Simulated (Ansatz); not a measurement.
# A hypothetical structure for CoAgS2, part 2 of 2

Starting from a made-up structure for CoAgS2, the aim is the relaxed cell, its shortest contacts and, where a second run follows, its electronic structure.

Ansatz 0.2.0; DFT, PBE, plane-wave PAW, files of the set soft_1, scalar-relativistic, ferromagnetic start, cell and ions relaxed at zero pressure; PAW set soft_1 (the session's first sound run).

So far: Set-up; Relaxing cell and atoms. The relaxed cell has a = 3.373, c = 14.153 Å (conventional setting).

## (3) Bands of the relaxed cell

With the geometry fixed, one more self-consistent run, with a narrower smearing and the mesh shown in its input, gives the bands, and its pressure, and its forces where symmetry allows any, show how far the geometry depends on these settings.

This step: DFT, PBE, plane-wave PAW, files of the set soft_1, scalar-relativistic, no spin, bands and density of states at the relaxed cell; PAW set soft_1 (Ansatz 0.2.0).

Input file input.yaml:

```yaml
crystal:
  lattice:
    - [3.3734756154, 0.0, 0.0]
    - [-1.6867378077, 2.921515582, 0.0]
    - [0.0, 0.0, 14.1525388052]
  atoms:
    - { symbol: Ag, position: [0.3333333333, 0.6666666667, 0.25] }
    - { symbol: Ag, position: [0.6666666667, 0.3333333333, 0.75] }
    - { symbol: Co, position: [0.0, 0.0, 0.0] }
    - { symbol: Co, position: [0.0, 0.0, 0.5] }
    - { symbol: S, position: [0.3333333333, 0.6666666667, 0.0800789682] }
    - { symbol: S, position: [0.6666666667, 0.3333333333, 0.5800789682] }
    - { symbol: S, position: [0.6666666667, 0.3333333333, 0.9199210318] }
    - { symbol: S, position: [0.3333333333, 0.6666666667, 0.4199210318] }
kpoints:
  mp_grid: { grid: [10, 10, 4] }
  band_path:
    path:
      - [[0.0, 0.0, 0.0], [0.5, 0.0, 0.0], [0.33333333, 0.33333333, 0.0], [0.0, 0.0, 0.0], [0.0, 0.0, 0.5], [0.5, 0.0, 0.5], [0.33333333, 0.33333333, 0.5], [0.0, 0.0, 0.5]]
      - [[0.5, 0.0, 0.5], [0.5, 0.0, 0.0]]
      - [[0.33333333, 0.33333333, 0.0], [0.33333333, 0.33333333, 0.5]]
    npoints: 8
scf:
  occupations: { method: fermi_dirac, width: 0.03 }
  n_extra_bands: 12
hamiltonian:
  xc: pbe
  pseudopotentials: { kind: paw, azcp: { folder: soft_1 } }
output:
  forces: true
  stress: true
  write_bands: true
  dos: { projected: true }
  write_density: true
  write_potential: true
  elf: true
  volumetric_format: npy
```

On the command line:

```
ansatz run input.yaml --threads 4 --pin off --max-ram 10240MiB --backend cpu --events-out ev --progress --plain --runs-dir out
```

Numbers of over 12 decimals in the logs are rounded to 6 here.

What it wrote:

```text
[...]
Crystal: 8 atoms, lattice volume = 139.483 Å³
Basis set: ecut = 420 eV, 2735 PW (Γ), exchange–correlation on 48×48×192 points (8 copies of the dense FFT grid, shifted against one another)
Bands: 60, of which v1, the nominal top of the filled ones, is band 48 counted from 1 (47 counted from 0)
Symmetry: 24 space group operations
[...]
k-points: 42 of 400
[...]
SCF iter   1: F=—  HF=-29049.925057 eV  |F-HF|=—  |Δ(HF+E_count)|=         —  Δρ=2.01e-1  dr2=5.94e1  ethr=3.10e-3  ⟨swp⟩=7.4  Hψ=10556  notcnv=0  defer=9
[...]
SCF iter  12: F=-29044.387355 eV  HF=-29044.387355 eV  |F-HF|=1.84e-8  |Δ(HF+E_count)|=   2.11e-7  Δρ=6.45e-6  dr2=4.59e-8  ethr=1.04e-10  ⟨swp⟩=18.1  Hψ=20217  notcnv=0
SCF 1 converged in 12 iterations: F = -29044.387355 eV  dr2 = 4.59e-8
[...]
NSCF: frozen V_eff on 75 k-points
SCF converged after 12 iterations
Free energy (F): -29044.387355 eV
[...]
Internal energy: -29044.387239 eV  (E = F + TS)
E sigma→0 (E₀):  -29044.387297 eV
Entropy (-TS):   -0.000116 eV (-0.015 meV/atom)
Fermi energy:    10.471157 eV
[...]
--- Forces (eV/Å), atoms counted from 1 ---
  atom   1  Ag    -0.00000000     0.00000000     0.00000000
  atom   2  Ag    -0.00000000     0.00000000     0.00000000
  atom   3  Co     0.00000000     0.00000000    -0.00000000
  atom   4  Co     0.00000000     0.00000000     0.00000000
  atom   5  S      0.00000000     0.00000000    -0.00332231
  atom   6  S      0.00000000    -0.00000000    -0.00332231
  atom   7  S      0.00000000    -0.00000000     0.00332231
  atom   8  S      0.00000000     0.00000000     0.00332231
  max |Σ_I F_I| component: 1.39e-17 eV/Å
--- Stress (GPa, compression-positive) ---
       -0.015686       0.000000       0.000000
        0.000000      -0.015686       0.000000
        0.000000       0.000000      -0.017720
  P = ⅓ Tr σ = -0.0164 GPa (-0.164 kbar)
--- Band table (eV; the first three rows and the last of 42) ---
  k-point 0: bands = [... 44 lower, 9.9760, 9.9760, 10.2485, 10.2485, 12.4431, 12.6218, 12.6218, 12.8260, ... 8 higher]
  k-point 1: bands = [... 44 lower, 10.0150, 10.0150, 10.2073, 10.2073, 12.5755, 12.6538, 12.6538, 12.7979, ... 8 higher]
  k-point 2: bands = [... 44 lower, 10.1100, 10.1100, 10.1100, 10.1100, 12.7279, 12.7279, 12.7279, 12.7279, ... 8 higher]
  k-point 41: bands = [... 44 lower, 9.7212, 9.7212, 9.9286, 9.9286, 11.3378, 11.3378, 11.7753, 11.7753, ... 8 higher]
```

Wall time 3.8 s (4 threads of AMD EPYC 9B45 (Zen 5), shared host); peak memory 0.8 GiB; 14 s of CPU time.

Numbers from this step:

```
free energy             : -29044.3874 eV
energy at zero smearing : -29044.3873 eV
Fermi energy            : 10.47 eV
gap by band count       : 0.3197 eV
pressure                : -0.01636 GPa
```

From bands.tsv. Electronic bands along the path, in eV, zero at the valence top; v1 is the highest filled band, c1 the lowest empty one:

```csv
point,v4,v3,v2,v1,c1,c2,c3,c4
Γ,-0.32,-0.32,-0.05,-0.05,2.15,2.32,2.32,2.53
halfway,-0.67,-0.32,-0.25,-0.20,0.51,1.29,2.01,2.26
M,-0.88,-0.87,-0.78,-0.74,1.20,1.85,2.04,2.17
halfway,-0.75,-0.68,-0.50,-0.48,1.23,1.26,1.69,1.77
K,-0.50,-0.50,-0.40,-0.40,1.04,1.04,1.49,1.49
halfway,-0.67,-0.51,-0.42,-0.13,0.92,1.00,1.58,1.67
Γ,-0.32,-0.32,-0.05,-0.05,2.15,2.32,2.32,2.53
halfway,-0.28,-0.28,-0.09,-0.09,2.28,2.36,2.36,2.50
A,-0.19,-0.19,-0.19,-0.19,2.43,2.43,2.43,2.43
halfway,-0.42,-0.42,-0.26,-0.26,0.87,0.87,2.13,2.13
L,-0.88,-0.88,-0.76,-0.76,1.44,1.44,2.19,2.19
halfway,-0.72,-0.72,-0.49,-0.49,1.39,1.39,1.53,1.53
H,-0.51,-0.51,-0.39,-0.39,1.08,1.08,1.41,1.41
halfway,-0.59,-0.59,-0.29,-0.29,1.08,1.08,1.49,1.49
A,-0.19,-0.19,-0.19,-0.19,2.43,2.43,2.43,2.43
jump to L,-0.88,-0.88,-0.76,-0.76,1.44,1.44,2.19,2.19
halfway,-0.88,-0.87,-0.77,-0.74,1.26,1.69,2.09,2.24
M,-0.88,-0.87,-0.78,-0.74,1.20,1.85,2.04,2.17
jump to K,-0.50,-0.50,-0.40,-0.40,1.04,1.04,1.49,1.49
halfway,-0.50,-0.50,-0.40,-0.40,1.05,1.05,1.45,1.45
H,-0.51,-0.51,-0.39,-0.39,1.08,1.08,1.41,1.41
```

States per cell as run, both spins, in windows of 1 eV, from dos.tsv (zero at the valence-band top): Near the top, bands beyond those computed are missing, so counts there can be too low.

```csv
from,to,total
-8,-7,0.00
-7,-6,3.18
-6,-5,4.90
-5,-4,11.55
-4,-3,14.85
-3,-2,5.13
-2,-1,6.96
-1,0,9.43
0,1,1.36
1,2,5.40
2,3,3.25
3,4,1.99
4,5,0.34
```

A further 40.0 states lie below the table's range.

Valence density in the ac plane at fractional y = 0.333, with atoms of Ag and S within 0.2 Å of it. It is the smooth field of the valence electrons, not physical close to the nuclei.

Ten steps, logarithmic in the rise over the least value, from '0' (0 e/Å³) to '9' (17 e/Å³), each cell a mean:
```
22222222333333332
21111123443223443
11000122344334332
00000011223333221
10000012345665431
21000124689999753
10000123578998653
00000011234443321
10000011233333321
21001123343333432
21111223443334433
22222222222332222
22332221110001111
22333221100000011
12222211000000001
01111100000000000
11111110000000000
22333211000000001
12222211000000001
01111100000000000
11111110000000000
22222211000000001
22333221100000011
22232221111111111
```
Columns run along a (3.4 Å), rows up along c (14.2 Å). Atoms in or near the plane, at fractional coordinates: Ag at (0.67, 0.75), S at (0.67, 0.58), S at (0.67, 0.92).

Electrostatic potential energy in the ac plane at fractional y = 0.333, with atoms of Ag and S within 0.2 Å of it. With pseudopotentials it is smooth inside the atoms' cores, unlike the true potential.

Ten even steps from '_' (-30 eV) to '@' (14 eV), each cell a mean:
```
%%%%%%%%%%%%%%%%##++==----==**##%%
%%@@@@@@@@@@%%**::____....____--##
@@@@@@@@@@@@@@##==..______..::++%%
@@@@@@@@@@@@@@@@%%%%########%%@@@@
@@@@@@@@@@@@@@%%**++========++##%%
%%@@@@@@@@@@##++----==****==::--**
%%@@@@@@@@@@%%**------====----==##
@@@@@@@@@@@@@@@@%%##********##%%@@
@@@@@@@@@@@@@@@@%%**++====++##%%@@
@@@@@@@@@@@@%%**--____..______==##
%%@@@@@@@@@@%%##==..________..++##
%%%%####%%%%%%%%%%##******##%%%%%%
%%%%####%%%%%%@@@@@@@@@@@@@@@@@@@@
%%%%####%%%%%%@@@@@@@@@@@@@@@@@@@@
@@%%%%%%%%@@@@@@@@@@@@@@@@@@@@@@@@
@@@@@@@@@@@@@@@@@@@@@@@@@@@@@@@@@@
@@@@%%%%@@@@@@@@@@@@@@@@@@@@@@@@@@
%%####**####%%@@@@@@@@@@@@@@@@@@@@
%%%%######%%%%@@@@@@@@@@@@@@@@@@@@
@@@@@@@@@@@@@@@@@@@@@@@@@@@@@@@@@@
@@@@@@@@@@@@@@@@@@@@@@@@@@@@@@@@@@
@@%%%%%%%%%%@@@@@@@@@@@@@@@@@@@@@@
%%%%####%%%%%%@@@@@@@@@@@@@@@@@@@@
%%%%######%%%%@@@@@@@@@@@@@@@@@@@@
```
Columns run along a (3.4 Å; values clipped at the 3rd and 97th percentile), rows up along c (14.2 Å). Atoms in or near the plane, at fractional coordinates: Ag at (0.67, 0.75), S at (0.67, 0.58), S at (0.67, 0.92).

ELF in the ac plane at fractional y = 0.333, with atoms of Ag and S within 0.2 Å of it. It is the smooth field of the valence electrons, not physical close to the nuclei.

Values, 24 rows by 14 columns, each cell a mean:
```
0.28 0.19 0.18 0.18 0.22 0.41 0.62 0.71 0.69 0.61 0.65 0.71 0.68 0.52
0.60 0.31 0.18 0.21 0.46 0.75 0.83 0.69 0.28 0.06 0.14 0.49 0.79 0.82
0.51 0.23 0.10 0.14 0.37 0.67 0.78 0.76 0.60 0.48 0.53 0.68 0.79 0.75
0.22 0.09 0.04 0.06 0.15 0.32 0.46 0.55 0.61 0.63 0.62 0.58 0.52 0.40
0.15 0.10 0.07 0.08 0.13 0.18 0.22 0.28 0.32 0.34 0.33 0.30 0.25 0.20
0.22 0.14 0.09 0.11 0.18 0.28 0.39 0.49 0.61 0.73 0.68 0.54 0.44 0.34
0.20 0.13 0.09 0.10 0.17 0.25 0.35 0.44 0.53 0.61 0.58 0.49 0.40 0.30
0.14 0.09 0.05 0.06 0.11 0.17 0.22 0.26 0.28 0.30 0.29 0.27 0.24 0.20
0.32 0.13 0.05 0.07 0.22 0.46 0.63 0.73 0.77 0.79 0.78 0.76 0.69 0.56
0.58 0.29 0.13 0.18 0.44 0.72 0.80 0.68 0.37 0.20 0.27 0.53 0.77 0.79
0.51 0.27 0.18 0.20 0.38 0.68 0.82 0.75 0.46 0.23 0.33 0.62 0.81 0.78
0.21 0.18 0.19 0.18 0.18 0.28 0.43 0.54 0.58 0.57 0.57 0.57 0.50 0.35
0.31 0.36 0.39 0.39 0.35 0.28 0.20 0.14 0.12 0.11 0.12 0.13 0.16 0.23
0.66 0.76 0.80 0.79 0.71 0.55 0.34 0.16 0.06 0.03 0.04 0.09 0.22 0.44
0.58 0.69 0.73 0.71 0.63 0.47 0.28 0.12 0.04 0.02 0.02 0.06 0.17 0.36
0.26 0.33 0.36 0.35 0.30 0.21 0.13 0.06 0.03 0.02 0.03 0.04 0.08 0.16
0.16 0.17 0.18 0.18 0.17 0.14 0.12 0.09 0.07 0.06 0.06 0.07 0.10 0.13
0.24 0.28 0.30 0.29 0.26 0.21 0.16 0.13 0.10 0.09 0.09 0.11 0.14 0.18
0.21 0.25 0.26 0.26 0.23 0.19 0.15 0.12 0.09 0.08 0.08 0.10 0.13 0.17
0.15 0.17 0.18 0.17 0.16 0.13 0.10 0.07 0.05 0.04 0.05 0.06 0.08 0.12
0.37 0.46 0.50 0.49 0.42 0.29 0.17 0.07 0.03 0.02 0.02 0.04 0.10 0.21
0.65 0.75 0.79 0.78 0.70 0.53 0.32 0.14 0.05 0.02 0.03 0.07 0.20 0.42
0.58 0.68 0.72 0.71 0.64 0.49 0.30 0.14 0.06 0.04 0.04 0.09 0.20 0.38
0.21 0.24 0.25 0.25 0.23 0.21 0.20 0.20 0.22 0.23 0.23 0.21 0.20 0.19
```
Columns run along a (3.4 Å), rows up along c (14.2 Å). Atoms in or near the plane, at fractional coordinates: Ag at (0.67, 0.75), S at (0.67, 0.58), S at (0.67, 0.92).

## (4) Results

- space group, relaxed: P6_3/mmc
- conventional cell: a = 3.373, b = 3.373, c = 14.153 Å; α = 90.0°, β = 90.0°, γ = 120.0°
- volume per atom: 17.44 Å³ (guess 21.14)
- total moment: 0.00 μB in the cell of 8 atoms

CoAgS2 relaxes to P6_3/mmc with a = 3.373, b = 3.373 and c = 14.153 Å. The guessed volume was 21 % too large. The space group P6_3/mmc was held in the relaxation, so the end point is a stationary structure within it and may be a saddle against distortions or other arrangements. The moments died out from this one start and weren't seeded again at the relaxed cell. It has an indirect Kohn–Sham gap of 0.30 eV, which semilocal functionals understate. On the 10×10×4 mesh with the narrower smearing (relaxed on 9×9×2) the largest force component is 0.003 eV/Å and the largest stress component is 0.018 GPa, within the relaxation's thresholds of 0.015 eV/Å and 0.05 GPa. The cutoff wasn't tested. No dispersion term is used, so weakly bound directions may come out too long. Nothing here tests whether the compound is stable against decomposition.

[Logs are printed without paths, hosts, clocks, repeated set-up lines and the standing remarks that a program may print on its own settings, such as how far it seeks lower states.]

[Hosts, paths, dates, database ids (printed as entryN), source tags and the programs' standing remarks are cut or masked in the printed files.]
